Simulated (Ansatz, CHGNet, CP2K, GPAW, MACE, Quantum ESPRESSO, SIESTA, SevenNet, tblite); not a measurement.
## Ti3C2O2 MXene, 1 layer (61 atoms): runs against a plane-wave reference

The cell holds 61 atoms: 25 Ti, 18 C and 18 O. Its edges and angles: a = 9.120 Å, b = 9.120 Å, c = 20.900 Å, α = 90.0°, β = 90.0°, γ = 120.0°. It derives from Ti3C2O2 (Ti3C2O2 MXene). 1 layer of Ti3C2O2 MXene (a = 3.04 Å), 3 x 3 cells; 14 Å of vacuum; 2 Ti removed at random; every coordinate displaced by a Gaussian of 0.03 Å. Then every atom was moved at random, 0.03 Å r.m.s. a Cartesian component. Vacuum lies along c.

Geometry: as built.

The reference, a calculation:

* method: Kohn-Sham DFT, PBE, PAW, plane waves (Ansatz 0.2.0); cutoff 420 eV, Γ point, fermi-dirac smearing of 0.05 eV; PAW set soft_2
* r.m.s. force component: 1.241 eV/Å
* longest force: 3.999 eV/Å
* SCF cycles: 14
* time: 21 s on 4 threads of Arm Neoverse V1, shared host
* CPU time: 80 s

**Question.** The same geometry is run in other programs. How far does each lie from the reference, and what does it cost?
- tblite GFN1-xTB (tblite 0.8.0; 1 thread)
- SevenNet 0 potential (SevenNet 0; 1 thread)
- SIESTA PBE, DZP, shift 0.01 Ry, mesh 500 Ry (SIESTA 5.4.2; 2 MPI ranks)
- CP2K PBE, SZV-MOLOPT-SR, 800/50 Ry, diagonalisation (CP2K 2026.2; 2 threads)
- SIESTA PBE, SZ, shift 0.01 Ry, mesh 500 Ry (SIESTA 5.4.2; 1 thread)
- CP2K PBE, DZVP-MOLOPT-SR, 400/50 Ry, diagonalisation (CP2K 2026.2; 2 threads)
- GPAW PBE, LCAO dzp, h 0.22 Å (GPAW 26.7.0; 1 thread)
- CP2K PBE, DZVP-MOLOPT-SR, 800/70 Ry, diagonalisation (CP2K 2026.2; 4 MPI ranks)
- CP2K LDA, DZVP-MOLOPT-SR, 800/50 Ry, diagonalisation (CP2K 2026.2; 4 MPI ranks)
- SIESTA PBE, TZP, shift 0.01 Ry, mesh 500 Ry (SIESTA 5.4.2; 2 MPI ranks)

Differences are against the plane-wave reference, forces as r.m.s. over components; share is that over the reference's r.m.s. force, slope the least-squares factor from reference forces to these. Total energies of different programs have different zeros and aren't compared.

```tsv
run	Δ force, r.m.s. (meV/Å)	share (%)	slope	cores	CPU time	memory (GiB)
reference	-	-	-	4	80 s	1.7
tblite GFN1-xTB	449	36.2	0.790	1	3 s	0.13
SevenNet 0 potential	590	47.5	0.749	1	8.4 s	0.83
SIESTA PBE, DZP, shift 0.01 Ry, mesh 500 Ry	56.5	4.55	0.989	2	7.6 min	1.7
CP2K PBE, SZV-MOLOPT-SR, 800/50 Ry, diagonalisation (coarse)	278	22.4	0.967	2	7.9 min	7.2
SIESTA PBE, SZ, shift 0.01 Ry, mesh 500 Ry (coarse)	296	23.8	1.068	1	2.3 min	0.86
CP2K PBE, DZVP-MOLOPT-SR, 400/50 Ry, diagonalisation (coarse)	44.1	3.55	1.006	2	11 min	3.1
GPAW PBE, LCAO dzp, h 0.22 Å (coarse)	171	13.8	0.948	1	6.5 min	1
CP2K PBE, DZVP-MOLOPT-SR, 800/70 Ry, diagonalisation	23.8	1.92	1.005	4	19 min	9.0
CP2K LDA, DZVP-MOLOPT-SR, 800/50 Ry, diagonalisation	220	17.7	1.035	4	11 min	8.7
SIESTA PBE, TZP, shift 0.01 Ry, mesh 500 Ry	27.7	2.23	0.998	2	10 min	2.0
```

Rows marked coarse were listed beforehand as settings not expected to be converged; some can still land near the reference.

Times of the machine-learned potentials are mostly Python's start and the loading of weights.

CPU time is summed over cores on a shared host, where runs went side by side, so it is rough. Symmetry, cutoffs, thresholds, outputs and thread counts weren't matched or tuned between programs; memory under MPI is the largest rank's times the ranks.

The PBE runs in local orbitals, coarse settings apart, differ by 1.9 % (CP2K PBE, DZVP-MOLOPT-SR, 800/70 Ry, diagonalisation) to 4.6 % (SIESTA PBE, DZP, shift 0.01 Ry, mesh 500 Ry); basis, grid and potentials can all enter. Tight binding differs by 36 % (tblite GFN1-xTB); it is another model, with fitted parameters of its own, and the xTB methods hold dispersion. Machine-learned potentials differ by 48 % (SevenNet 0 potential); they were trained on other programs' data. Among those trained on PBE data the slope goes as low as 0.75, with a correlation of 0.88, so directions differ as well as sizes. Rows with another functional or a dispersion term differ by 18 % (CP2K LDA, DZVP-MOLOPT-SR, 800/50 Ry, diagonalisation), which mixes the change of model with differences of basis and potentials. Periodic xTB results under one method name differ between programs and library versions. Machine-learned potentials mimic data converged in k, so the reference's own k-point error enters their differences. The runs have no spin polarisation, so moments on Ti can't form, and no Hubbard term. The electronic-structure runs sample only Γ, in a cell whose shortest periodic width is 8 Å, which is coarse for a cell with partly filled levels.

[Logs are printed without paths, hosts, clocks, repeated set-up lines and the standing remarks that a program may print on its own settings, such as how far it seeks lower states.]

[Hosts, paths, dates, database ids (printed as entryN), source tags and the programs' standing remarks are cut or masked in the printed files.]
